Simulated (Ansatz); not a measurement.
## (10,0) carbon nanotube bundle (120 atoms): geometry optimisation

Aim: bring (10,0) carbon nanotube bundle (120 atoms) to a nearby minimum of the energy and see what moves.

Method: Kohn-Sham DFT, PBEsol, PAW (set soft_2), plane waves, in Ansatz 0.2.0.

## (1) Set-up

The cell holds 120 atoms: 120 C. Its edges and angles: a = 11.130 Å, b = 11.130 Å, c = 12.783 Å, α = 90.0°, β = 90.0°, γ = 120.0°. It derives from C (graphene). Graphene sheet (a = 2.46 Å) rolled into a (10,0) tube of diameter 7.83 Å, 3 periods, hexagonal bundle with 3.3 Å between walls; then minimised and run for 3 ps at 300 K (NVT) with a classical potential, last frame taken.

## (2) Single point at the start

A single point comes first, to see the forces before anything moves.

input.yaml

```yaml
crystal:
  lattice:
    - [11.13042, 0.0, 0.0]
    - [-5.56521, 9.63923, 0.0]
    - [0.0, 0.0, 12.78253]
  atoms:
    - { symbol: C, position: [0.38314, 0.04909, 0.11356] }
    - { symbol: C, position: [0.40771, 0.16868, 0.05638] }
    - { symbol: C, position: [0.38455, 0.26413, 0.10965] }
    - { symbol: C, position: [0.34312, 0.3518, 0.05445] }
    [... 110 atom lines left out ...]
    - { symbol: C, position: [0.21313, 0.79867, 0.77732] }
    - { symbol: C, position: [0.2971, 0.92251, 0.72296] }
    - { symbol: C, position: [0.09306, 0.71245, 0.94559] }
    - { symbol: C, position: [0.21524, 0.7967, 0.89125] }
    - { symbol: C, position: [0.31914, 0.9202, 0.94283] }
    - { symbol: C, position: [0.38299, 0.0507, 0.88597] }
kpoints:
  mp_grid: { grid: [2, 2, 1] }
hamiltonian:
  xc: pbesol
scf:
  occupations: { method: gaussian, width: 0.025 }
output:
  forces: true
  stress: true
  populations: true
  dos:
    method: { smearing: { sigma: 0.08 } }
    de: 0.1
    projected: { site_lists: { C: [C] } }
  eigenvalues: true
```

Launch:

```
> ansatz run input.yaml --threads 4 --pin off --max-ram 8192MiB --backend cpu --events-out ev --progress --plain --runs-dir out
```

Wall time 94 s (4 threads of Arm Neoverse V2, shared host); peak memory 5.2 GiB.

The program notes that it cut back its work space to fit the memory limit.

Read from the output:

- free energy: -29580.5211 eV
- free energy per atom: -246.5043 eV/atom
- SCF cycles: 10
- pressure: 2.06 GPa
- r.m.s. force component: 1.086 eV/Å
- longest force: 3.566 eV/Å
- Fermi energy: 4.502 eV
- gap (highest filled to lowest empty level): 0.2718 eV
- spilling of the projection: 0.009489

The r.m.s. force component of 1.1 eV/Å and the pressure of 2.1 GPa set the starting point.

Length of the force by element:

| element | coordination | atoms | mean length of the force (eV/Å) | spread | least | most |
| --- | --- | --- | --- | --- | --- | --- |
| C | all | 120 | 1.74 | 0.721 | 0.109 | 3.57 |

## (3) Relaxation

With the cell held, the atoms are moved downhill towards a nearby minimum.

input.yaml, the sections that differ from step 2:

```yaml
output:
  forces: true
relax:
  f_tol: 0.05
  max_steps: 113
# crystal, kpoints, hamiltonian, scf: as in step 2
```

Elapsed: 2.3 min, on 4 threads; peak memory 5.1 GiB.

The steps of the relaxation:

| step | energy less that of the first step (eV) | largest force component (eV/Å) |
| --- | --- | --- |
| 1 | 0.0000 | 3.1428 |
| 2 | -4.2850 | 1.5317 |
| 3 | -4.9497 | 0.0927 |
| 4 | -4.9561 | 0.0137 |

The atoms that moved most (Å):

| atom | dx | dy | dz | length |
| --- | --- | --- | --- | --- |
| C80 | 0.242 | 0.043 | -0.013 | 0.246 |
| C41 | 0.233 | 0.017 | -0.024 | 0.235 |
| C65 | -0.187 | -0.092 | -0.008 | 0.209 |
| C78 | 0.177 | -0.039 | -0.021 | 0.182 |
| C114 | 0.072 | -0.163 | 0.021 | 0.179 |
| C79 | 0.166 | -0.024 | -0.045 | 0.174 |
| C59 | -0.156 | -0.047 | 0.044 | 0.169 |
| C116 | 0.148 | -0.003 | -0.008 | 0.149 |

The relaxation changed the energy by -41.3 meV/atom, and atoms moved by 0.089 Å r.m.s., 0.25 Å at most.

## (4) Distances and neighbours after relaxation

Bonds before and after, by the cutoffs listed below:

| pair | bonds before | bonds after | mean before (Å) | mean after (Å) | spread before (Å) | spread after (Å) |
| --- | --- | --- | --- | --- | --- | --- |
| C-C | 180 | 180 | 1.421 | 1.421 | 0.024 | 0.002 |

Density 1.75 g/cm³, 11.43 Å³ an atom.

Pair distribution function in bins of 0.2 Å:

| r (Å) | total |
| --- | --- |
| 1.40 | 6.70 |
| 1.60 | 0.00 |
| 1.80 | 0.00 |
| 2.00 | 0.00 |
| 2.20 | 0.00 |
| 2.40 | 4.51 |
| 2.60 | 0.00 |
| 2.80 | 1.71 |
| 3.00 | 0.00 |
| 3.20 | 0.00 |
| 3.40 | 0.27 |
| 3.60 | 0.86 |
| 3.80 | 1.61 |
| 4.00 | 0.49 |
| 4.20 | 1.99 |
| 4.40 | 0.31 |
| 4.60 | 0.96 |
| 4.80 | 0.91 |
| 5.00 | 1.70 |
| 5.20 | 0.64 |
| 5.40 | 0.81 |
| 5.60 | 1.01 |
| 5.80 | 0.58 |
| 6.00 | 1.12 |
| 6.20 | 1.38 |
| 6.40 | 0.85 |
| 6.60 | 1.45 |
| 6.80 | 0.60 |

Bonds by pair of elements; cutoffs follow the first minimum of g(r), held within bounds set by covalent radii, and pairs that aren't listed don't count as bonded:

| pair A-B | cutoff (Å) | bonds | mean length (Å) | spread (Å) | shortest (Å) | B about A | A about B |
| --- | --- | --- | --- | --- | --- | --- | --- |
| C-C | 1.82 | 180 | 1.42 | 0.002 | 1.42 | 3 | 3 |

How many atoms have how many bonded neighbours:

| element | mean | 3 |
| --- | --- | --- |
| C | 3 | 120 |

Bond angles (no mean is given where the spread exceeds 20°):

| angle | count | mean (°) | spread (°) |
| --- | --- | --- | --- |
| C-C-C | 360 | 119 | 0.9 |

Rings of the network by King's shortest-path rule, up to 12 atoms, one path for each pair of neighbours; H, halogens, alkali and alkaline-earth atoms are left out, and the last column divides by all other atoms, bonded or not:

| ring size (atoms) | rings | per network atom |
| --- | --- | --- |
| 6 | 60 | 0.5 |

Counting bonds as in the table, all C atoms have 3 bonded neighbours. The C-C-C angle averages 119° with a spread of 0.9°. All rings counted have 6 atoms.

## (5) Single point at the relaxed geometry

The electronic structure is read at the final geometry, in a run of its own.

input.yaml

```yaml
crystal:
  lattice:
    - [11.13042, 0.0, 0.0]
    - [-5.56521, 9.63923, 0.0]
    - [0.0, 0.0, 12.78253]
  atoms:
    - { symbol: C, position: [0.37701, 0.04992, 0.11098] }
    - { symbol: C, position: [0.40667, 0.17228, 0.05571] }
    - { symbol: C, position: [0.39607, 0.27717, 0.11095] }
    - { symbol: C, position: [0.34698, 0.35463, 0.05567] }
    [... 110 atom lines left out ...]
    - { symbol: C, position: [0.21283, 0.80204, 0.77762] }
    - { symbol: C, position: [0.31031, 0.92225, 0.72235] }
    - { symbol: C, position: [0.09422, 0.70194, 0.94431] }
    - { symbol: C, position: [0.21289, 0.80208, 0.88905] }
    - { symbol: C, position: [0.31047, 0.92228, 0.94429] }
    - { symbol: C, position: [0.3771, 0.04998, 0.88901] }
kpoints:
  mp_grid: { grid: [2, 2, 1] }
hamiltonian:
  xc: pbesol
scf:
  occupations: { method: gaussian, width: 0.025 }
output:
  forces: true
  stress: true
  populations: true
  dos:
    method: { smearing: { sigma: 0.15 } }
    de: 0.1
    projected: { site_lists: { C: [C] } }
  eigenvalues: true
  write_density: true
  write_potential: true
  volumetric_format: npy
  elf: true
```

It took 1.7 min on 4 threads; peak memory 5.2 GiB.

The program notes that the exchange-correlation potential is rough where the density is thin.

Numbers from this run:

* free energy: -29585.4772 eV
* free energy per atom: -246.5456 eV/atom
* SCF cycles: 9
* pressure: 1.136 GPa
* r.m.s. force component: 0.00465 eV/Å
* longest force: 0.01677 eV/Å
* Fermi energy: 4.536 eV
* gap (highest filled to lowest empty level): 0.2788 eV
* spilling of the projection: 0.009446

The mean of these charges, 0.038 e, is only the charge that the projection spills.

Löwdin charges by element (they lack the spilled electrons, 0.038 e an atom on average):

| element | coordination | atoms | mean charge (e) | spread | least | most |
| --- | --- | --- | --- | --- | --- | --- |
| C | all | 120 | 0.0378 | 0.001 | 0.0365 | 0.0395 |

Density of states as counts of states in windows of 1 eV (from the Fermi level), total and the larger projections:

| from (eV) | to (eV) | total | C p | C s |
| --- | --- | --- | --- | --- |
| -10 | -9 | 33.9 | 26.1 | 7.5 |
| -9 | -8 | 23.2 | 20.7 | 2.2 |
| -8 | -7 | 49.8 | 45.8 | 3.4 |
| -7 | -6 | 39.2 | 38.0 | 0.8 |
| -6 | -5 | 42.2 | 39.9 | 2.0 |
| -5 | -4 | 39.0 | 38.3 | 0.5 |
| -4 | -3 | 28.2 | 27.9 | 0.2 |
| -3 | -2 | 25.9 | 25.7 | 0.1 |
| -2 | -1 | 8.8 | 8.7 | 0.0 |
| -1 | 0 | 6.5 | 6.4 | 0.0 |
| 0 | 1 | 14.2 | 13.6 | 0.3 |
| 1 | 2 | 15.5 | 14.8 | 0.1 |
| 2 | 3 | 15.1 | 14.0 | 0.2 |
| 3 | 4 | 33.0 | 26.7 | 1.3 |
| 4 | 5 | 12.3 | 4.4 | 0.0 |

Between -21 and -10 eV lie 184 more states.

The levels nearest the highest filled one (over half full), pooled over k-points and spins:

| level less the highest filled one (eV) | occupation |
| --- | --- |
| -0.447 | 2 |
| -0.418 | 2 |
| -0.327 | 2 |
| -0.322 | 2 |
| -0.313 | 2 |
| 0 | 2 |
| 0.279 | 0 |
| 0.303 | 0 |
| 0.350 | 0 |
| 0.475 | 0 |
| 0.533 | 0 |
| 0.572 | 0 |

Löwdin charges run from +0.04 to +0.04 e, about a mean that is the spilled charge alone. Within 0.4 eV of the Fermi level the largest share is C p (99 % of the projected weight).

## (6) Summary of results

| Item | Value |
| --- | --- |
| energy change in the relaxation | -41.3 meV/atom |
| r.m.s. displacement | 0.089 Å |
| largest displacement | 0.246 Å |
| free energy per atom | -246.5456 eV/atom |
| density | 1.745 g/cm³ |
| pressure | 1.136 GPa |
| r.m.s. force component | 0.00465 eV/Å |
| gap (highest filled to lowest empty level) | 0.2788 eV |
| wall time of the 3 DFT runs | 5.5 min |

**Reading.** Relaxation lowers the energy by 41.3 meV/atom and moves atoms by 0.089 Å r.m.s.; the r.m.s. force component goes from 1.1 to 0.0046 eV/Å, the pressure goes from 2.1 to 1.1 GPa. By the final cutoffs no bond was broken or made. From the first step to the last the energy fell by 4.956 eV, and the largest move was 0.25 Å (C80). The C-C bonds go from 1.421 Å (spread 0.024) to 1.421 Å (spread 0.002). Counting bonds as in the table, all C atoms have 3 bonded neighbours. Between filled and empty levels lie 0.279 eV on the run's k-points; the mesh holds the band edges only if they fold onto it, so the gap at this level can be narrower or closed, while semilocal functionals tend to narrow gaps against experiment.

[Logs are printed without paths, hosts, clocks, repeated set-up lines and the standing remarks that a program may print on its own settings, such as how far it seeks lower states.]

[Hosts, paths, dates, database ids (printed as entryN), source tags and the programs' standing remarks are cut or masked in the printed files.]
